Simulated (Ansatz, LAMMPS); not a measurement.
# Glassy 68GeO2-29SrO-3Gd2O3 (mol %) (105 atoms) under strain

Aim: relax glassy 68GeO2-29SrO-3Gd2O3 (mol %) (105 atoms), then change its volume and shape to read moduli from the stress.

Method: Kohn-Sham DFT, revPBE, PAW (set soft_2), plane waves, in Ansatz 0.2.0.

### 1. Starting point

The cell holds 105 atoms: 26 Ge, 11 Sr, 2 Gd and 66 O. Its edges and angles: a = 11.136 Å, b = 11.136 Å, c = 11.136 Å, α = 90.0°, β = 90.0°, γ = 90.0°. 105 atoms (26 Ge, 11 Sr, 2 Gd, 66 O) placed at random at 5.08 g/cm³, melted at 4000 K for 10 ps at fixed volume with the Morse and Coulomb pair potential with partial charges (Pedone, Malavasi, Menziani, Cormack and Segre, J. Phys. Chem. B 110, 11780 (2006)). Quenched from 4000 K to 300 K at 20 K/ps and fixed volume, held 5 ps, then minimised at fixed cell.

Limits known from the start: The quench rate of 20 K/ps is orders of magnitude faster than experiment, which tends to freeze in extra defects. The network of bonds at the start is that of the classical potential that made the cell, and needn't be the one that DFT or experiment would give. Without a Hubbard term or exact exchange, open shells on Gd are likely too delocalised. Only the Γ point is sampled. The levels lack spin–orbit coupling, which is large for the heavy elements here.

### 2. Single point at the start

The forces at the start show how far the geometry lies from a minimum of this functional.

Input file input.yaml:

```yaml
crystal:
  lattice:
    - [11.1363, 0.0, 0.0]
    - [0.0, 11.1363, 0.0]
    - [0.0, 0.0, 11.1363]
  atoms:
    - { symbol: Ge, position: [0.77112, 0.33712, 0.41733] }
    - { symbol: Ge, position: [0.55148, 0.44545, 0.84968] }
    - { symbol: Ge, position: [0.0761, 0.5417, 0.77327] }
    - { symbol: Ge, position: [0.51413, 0.60973, 0.58524] }
    - { symbol: Ge, position: [0.93682, 0.02085, 0.52985] }
    - { symbol: Ge, position: [0.82256, 0.35908, 0.7333] }
    - { symbol: Ge, position: [0.64635, 0.91779, 0.88355] }
    - { symbol: Ge, position: [0.62919, 0.09404, 0.30067] }
    - { symbol: Ge, position: [0.22655, 0.74953, 0.0849] }
    - { symbol: Ge, position: [0.2546, 0.46961, 0.01095] }
    - { symbol: Ge, position: [0.5928, 0.53199, 0.09847] }
    - { symbol: Ge, position: [0.0928, 0.26135, 0.46804] }
    - { symbol: Ge, position: [0.47642, 0.40035, 0.36432] }
    - { symbol: Ge, position: [0.5132, 0.26912, 0.0854] }
    - { symbol: Ge, position: [0.23928, 0.26494, 0.22123] }
    - { symbol: Ge, position: [0.04255, 0.67151, 0.24138] }
    - { symbol: Ge, position: [0.46191, 0.14734, 0.81217] }
    - { symbol: Ge, position: [0.54821, 0.83014, 0.17481] }
    - { symbol: Ge, position: [0.05657, 0.01864, 0.08038] }
    - { symbol: Ge, position: [0.87708, 0.43319, 0.16008] }
    - { symbol: Ge, position: [0.9962, 0.53761, 0.48731] }
    - { symbol: Ge, position: [0.48616, 0.88539, 0.4912] }
    - { symbol: Ge, position: [0.39186, 0.13523, 0.47662] }
    - { symbol: Ge, position: [0.10562, 0.81189, 0.86946] }
    - { symbol: Ge, position: [0.84351, 0.90208, 0.27034] }
    - { symbol: Ge, position: [0.90871, 0.0542, 0.82276] }
    - { symbol: Sr, position: [0.81887, 0.63351, 0.92634] }
    - { symbol: Sr, position: [0.77331, 0.18643, 0.05134] }
    - { symbol: Sr, position: [0.71908, 0.63285, 0.34451] }
    - { symbol: Sr, position: [0.66353, 0.12271, 0.61965] }
    - { symbol: Sr, position: [0.32643, 0.38597, 0.64128] }
    - { symbol: Sr, position: [0.07677, 0.27011, 0.91983] }
    - { symbol: Sr, position: [0.34793, 0.63037, 0.3038] }
    - { symbol: Sr, position: [0.19071, 0.7589, 0.55751] }
    - { symbol: Sr, position: [0.43994, 0.73845, 0.84314] }
    - { symbol: Sr, position: [0.36093, 0.02978, 0.05862] }
    - { symbol: Sr, position: [0.18072, 0.9706, 0.33208] }
    - { symbol: Gd, position: [0.21482, 0.04708, 0.68205], spin: -7.0 }
    - { symbol: Gd, position: [0.78705, 0.78446, 0.62344], spin: 7.0 }
    - { symbol: O, position: [0.18184, 0.56368, 0.66582] }
    - { symbol: O, position: [0.11344, 0.26573, 0.31887] }
    - { symbol: O, position: [0.97526, 0.16428, 0.49188] }
    - { symbol: O, position: [0.71482, 0.18557, 0.41168] }
    - { symbol: O, position: [0.49034, 0.8054, 0.35798] }
    - { symbol: O, position: [0.55065, 0.66757, 0.16626] }
    - { symbol: O, position: [0.85942, 0.00056, 0.66208] }
    - { symbol: O, position: [0.70849, 0.82563, 0.22977] }
    - { symbol: O, position: [0.57966, 0.57991, 0.94684] }
    - { symbol: O, position: [0.19521, 0.86825, 0.7543] }
    - { symbol: O, position: [0.98252, 0.53105, 0.20645] }
    - { symbol: O, position: [0.52336, 0.16184, 0.96875] }
    - { symbol: O, position: [0.36946, 0.24796, 0.12566] }
    - { symbol: O, position: [0.69547, 0.79428, 0.80573] }
    - { symbol: O, position: [0.9775, 0.90382, 0.85435] }
    - { symbol: O, position: [0.45561, 0.28029, 0.46606] }
    - { symbol: O, position: [0.60133, 0.37576, 0.01465] }
    - { symbol: O, position: [0.65885, 0.64163, 0.55886] }
    - { symbol: O, position: [0.7075, 0.44032, 0.79668] }
    - { symbol: O, position: [0.50833, 0.44686, 0.20535] }
    - { symbol: O, position: [0.36766, 0.81844, 0.11785] }
    - { symbol: O, position: [0.31089, 0.13541, 0.84893] }
    - { symbol: O, position: [0.17762, 0.76844, 0.24379] }
    - { symbol: O, position: [0.76377, 0.04024, 0.23452] }
    - { symbol: O, position: [0.96717, 0.09389, 0.98363] }
    - { symbol: O, position: [0.63551, 0.41445, 0.3918] }
    - { symbol: O, position: [0.95389, 0.44478, 0.75176] }
    - { symbol: O, position: [0.09191, 0.61495, 0.39192] }
    - { symbol: O, position: [0.62086, 0.89612, 0.56489] }
    - { symbol: O, position: [0.76346, 0.01309, 0.89078] }
    - { symbol: O, position: [0.15011, 0.9107, 0.01589] }
    - { symbol: O, position: [0.42666, 0.12916, 0.64477] }
    - { symbol: O, position: [0.8334, 0.2173, 0.7949] }
    - { symbol: O, position: [0.31561, 0.1419, 0.3355] }
    - { symbol: O, position: [0.38975, 0.43985, 0.93976] }
    - { symbol: O, position: [0.07505, 0.95417, 0.52971] }
    - { symbol: O, position: [0.44831, 0.5271, 0.47114] }
    - { symbol: O, position: [0.97794, 0.95756, 0.19635] }
    - { symbol: O, position: [0.05694, 0.70841, 0.08057] }
    [... 21 atom lines left out ...]
    - { symbol: O, position: [0.02752, 0.67717, 0.82575] }
    - { symbol: O, position: [0.34446, 0.9611, 0.50536] }
    - { symbol: O, position: [0.26824, 0.59174, 0.10288] }
    - { symbol: O, position: [0.0439, 0.11652, 0.75599] }
    - { symbol: O, position: [0.43632, 0.74628, 0.58483] }
    - { symbol: O, position: [0.236, 0.72826, 0.92688] }
magnetization:
  spin_polarized: true
kpoints:
  mp_grid: { grid: [1, 1, 1] }
hamiltonian:
  xc: revpbe
scf:
  occupations: { method: fermi_dirac, width: 0.05 }
  lower_state_search: "off"
output:
  forces: true
```

The run is started by

```console
$ ansatz run input.yaml --threads 4 --pin off --max-ram 15872MiB --backend cpu --events-out ev --progress --plain --runs-dir out
```

Numbers of over 12 decimals in the logs are rounded to 6 here.

Output:

```text
[...]
Pseudopotentials: kind: paw
Pseudopotential: Ge, paw, valence charge 14, recommended cutoff 420 eV (normal), Ge.paw.azcp
Pseudopotential: Sr, paw, valence charge 10, recommended cutoff 420 eV (normal), Sr.paw.azcp
Pseudopotential: Gd, paw, valence charge 18, recommended cutoff 420 eV (normal), Gd.paw.azcp
Pseudopotential: O, paw, valence charge 6, recommended cutoff 420 eV (normal), O.paw.azcp
[...]
Crystal: 105 atoms, lattice volume = 1381.092 Å³
Basis set: ecut = 420 eV, 27081 PW (Γ), exchange–correlation on 150×150×150 points (8 copies of the dense FFT grid, shifted against one another)
Bands: 565, of which v1, the nominal top of the filled ones, is band 453 counted from 1 (452 counted from 0)
Symmetry: 1 space group operations
Space group: P1 (ITA 1), of the structure as read, at distance tolerance 1.1e-4 Å
Magnetic group: BNS 1.1 (UNI 1), of the structure as read, at distance tolerance 1.1e-4 Å
k-points: 1
[...]
Initial density: superposition of atomic densities (chi_scale 0.1, normalization cell, long waves kept (reshape's long-wave potential 0.99 eV rms))
Starting moments: Σ|m| = 14 μB on 2 of 105 sites
Starting magnetic order: compensated ferrimagnet; no operation exchanges its spin sublattices
Initial wavefunctions: pseudopotential atomic-orbital guess
[...]
SCF iter   1: F=—  HF=-207185.150672 eV  |F-HF|=—  |Δ(HF+E_count)|=         —  Δρ=1.48e-1 (↑1.48e-1 ↓1.48e-1)  dr2=1.80e3  dr2_m=5.51e1  M=-0.198 μB ∫|m|=2.003 μB  β_m=0.02  ethr=3.10e-3  ⟨swp⟩=7.0  Hψ=4877  notcnv=0  defer=153
Mixer restart at iter 1: flushing history
preconditioner: auto → Kerker (q_TF=auto, 2.543 Å⁻¹)  [metal: Δε(μ)=0.070 eV  Ē_g=18.374 eV  σ=0.050 eV  W_gap=0.33  n_scr=388 (ndim 8)  ℏωp=29.6 eV  f_vac=0.018  D(μ)=39.50/eV (n_scr^D=256)]
spin=Collinear: Kerker preconditioning applied to the charge; magnetization (m = ρ↑ − ρ↓) channel mixes plain (no charge-response kernel on spin).
SCF iter   2: F=—  HF=-207155.597187 eV  |F-HF|=—  |Δ(HF+E_count)|=    2.96e1  Δρ=1.42e-1 (↑1.42e-1 ↓1.42e-1)  dr2=1.68e3  dr2_m=5.22e1  M=0.000 μB ∫|m|=1.609 μB  β_m=0.02  ethr=3.10e-3  ⟨swp⟩=2.0  Hψ=2214  notcnv=0  defer=189
Mixer restart at iter 2: flushing history
[...]
SCF iter  14: F=—  HF=-207054.653907 eV  |F-HF|=—  |Δ(HF+E_count)|=    4.60e0  Δρ=1.07e-2 (↑9.85e-3 ↓1.07e-2)  dr2=9.73e0  dr2_m=1.16e-2  M=-0.000 μB ∫|m|=14.145 μB  β_m=0.30  ethr=2.15e-3  ⟨swp⟩=2.0  Hψ=2221  notcnv=0  defer=209
Mixer restart at iter 14: flushing history
spin-set hold released at iteration 14 (site moments contracting): the magnetisation degrees of freedom join the quasi-Newton model from the next iteration; the mixer history was flushed
SCF iter  15: F=—  HF=-207058.001250 eV  |F-HF|=—  |Δ(HF+E_count)|=    3.35e0  Δρ=7.65e-3 (↑6.60e-3 ↓7.65e-3)  dr2=6.67e0  dr2_m=1.18e-2  M=0.000 μB ∫|m|=14.121 μB  β_m=0.65  ethr=1.07e-3  ⟨swp⟩=3.0  Hψ=2695  notcnv=0  defer=201
SCF iter  16: F=—  HF=-207060.625178 eV  |F-HF|=—  |Δ(HF+E_count)|=    2.62e0  Δρ=3.69e-3 (↑3.69e-3 ↓2.74e-3)  dr2=2.83e0  dr2_m=1.99e-2  M=0.000 μB ∫|m|=14.088 μB  β_m=0.57  ethr=7.36e-4  ⟨swp⟩=3.5  Hψ=2080  notcnv=0  defer=198
SCF iter  17: F=—  HF=-207060.379860 eV  |F-HF|=—  |Δ(HF+E_count)|=   2.45e-1  Δρ=1.95e-3 (↑1.95e-3 ↓1.91e-3)  dr2=2.17e0  dr2_m=2.30e-3  M=-0.000 μB ∫|m|=14.057 μB  β_m=0.78  ethr=3.12e-4  ⟨swp⟩=3.5  Hψ=2068  notcnv=0  defer=203
SCF iter  18: F=—  HF=-207060.139296 eV  |F-HF|=—  |Δ(HF+E_count)|=   2.41e-1  Δρ=1.38e-3 (↑1.38e-3 ↓1.27e-3)  dr2=8.65e-1  dr2_m=6.07e-4  M=-0.000 μB ∫|m|=14.038 μB  β_m=0.86  ethr=2.39e-4  ⟨swp⟩=2.5  Hψ=2040  notcnv=0  defer=208
SCF iter  19: F=—  HF=-207060.018042 eV  |F-HF|=—  |Δ(HF+E_count)|=   1.21e-1  Δρ=1.27e-3 (↑1.27e-3 ↓1.27e-3)  dr2=4.17e-1  dr2_m=4.72e-4  M=-0.000 μB ∫|m|=14.027 μB  β_m=0.80  ethr=9.54e-5  ⟨swp⟩=2.5  Hψ=1850  notcnv=0  defer=208
preconditioner: auto → Resta (q_TF=auto, 2.543 Å⁻¹)  ε∞=3.4  [insulator: Δε(μ)=0.892 eV  Ē_g=19.127 eV  σ=0.050 eV  W_gap=1.00  n_scr=388 (ndim 8)  ℏωp=29.6 eV  f_vac=0.106  D(μ)=0.01/eV (n_scr^D=0)  ε∞_Penn≈3.4]
spin=Collinear: Resta preconditioning applied to the charge; magnetization (m = ρ↑ − ρ↓) channel mixes plain (no charge-response kernel on spin).
SCF iter  20: F=—  HF=-207059.923266 eV  |F-HF|=—  |Δ(HF+E_count)|=   9.48e-2  Δρ=1.10e-3 (↑1.05e-3 ↓1.10e-3)  dr2=5.32e-2  dr2_m=1.50e-3  M=-0.000 μB ∫|m|=14.047 μB  β_m=0.81  ethr=4.60e-5  ⟨swp⟩=4.5  Hψ=2059  notcnv=0  defer=204
SCF iter  21: F=—  HF=-207059.923152 eV  |F-HF|=—  |Δ(HF+E_count)|=   1.14e-4  Δρ=4.26e-4 (↑3.38e-4 ↓4.26e-4)  dr2=8.25e-3  dr2_m=1.79e-4  M=-0.000 μB ∫|m|=14.040 μB  β_m=0.87  ethr=5.87e-6  ⟨swp⟩=2.5  Hψ=2041  notcnv=0  defer=202
[...]
SCF iter  28: F=—  HF=-207059.922192 eV  |F-HF|=—  |Δ(HF+E_count)|=   1.79e-6  Δρ=2.07e-6 (↑2.07e-6 ↓2.03e-6)  dr2=2.39e-7  dr2_m=4.39e-10  M=-0.000 μB ∫|m|=14.041 μB  β_m=0.70  ethr=9.35e-11  ⟨swp⟩=2.0  Hψ=1834  notcnv=0  defer=202
SCF iter  29: F=-207059.922192 eV  HF=-207059.922192 eV  |F-HF|=2.75e-8  |Δ(HF+E_count)|=   2.86e-7  Δρ=7.29e-7 (↑7.11e-7 ↓7.29e-7)  dr2=3.20e-8  dr2_m=4.53e-11  M=-0.000 μB ∫|m|=14.041 μB  ethr=1.10e-11  ⟨swp⟩=2.0  Hψ=3181  notcnv=0
SCF 1 converged in 29 iterations: F = -207059.922192 eV  dr2 = 3.20e-8
[...]
SCF converged after 29 iterations
Magnetization: -0.0000 μB (453.0000 up, 453.0000 down)
Absolute magnetization: 14.0426 μB (∫|ρ↑−ρ↓|, with the PAW one-centre terms)
Spin contamination: 7.0149 ħ² per cell (⟨S²⟩ above its minimum at these occupations)
Per-site moments (μB) at R_I (Å): [(6.331545784244777e-6, 0.726648), (-2.2210238316123362e-5, 0.757304), (-4.471999507935759e-6, 0.699839), (0.000120109, 0.691464), (-4.0394046315531624e-5, 0.704077), [...]
Free energy (F): -207059.922192 eV
Harris-Foulkes:  -207059.922192 eV  (|F-HF|=2.75e-8)
Internal energy: -207059.922187 eV  (E = F + TS)
E sigma→0 (E₀):  -207059.922189 eV
Entropy (-TS):   -0.000005 eV (-0.000 meV/atom)
Fermi energy:    8.824419 eV
--- Per-component energies (eV) ---
[...]
Σ components = -207059.922192   (vs F -207059.922192, Δ=0.00e0)
--- Forces (eV/Å), atoms counted from 1 ---
  atom   1  Ge     0.39695420     0.34677711    -0.36040616
  atom   2  Ge    -0.45600260    -1.61991955     1.40976643
  atom   3  Ge     0.56326585     0.40427207    -0.58352474
  atom   4  Ge     0.92013968     0.62396627    -0.70956782
[...]
atom 105  O      0.95014121    -0.12157595    -1.42800755
  max |Σ_I F_I| component: 1.03e-4 eV/Å
```

The job ended after 50 s (4 threads of Intel Xeon 6975P-C (Granite Rapids), shared host; peak memory 3.9 GiB).

Reading the cycles: dr2 is the Hartree energy of the density residual (eV), the measure of convergence; HF is the Harris–Foulkes estimate of the energy, which meets the free energy F at convergence.

The r.m.s. force at the start is 1.00 eV/Å.

[end of part 1 of 4]

[Logs are printed without paths, hosts, clocks, repeated set-up lines and the standing remarks that a program may print on its own settings, such as how far it seeks lower states.]

[Hosts, paths, dates, database ids (printed as entryN), source tags and the programs' standing remarks are cut or masked in the printed files.]
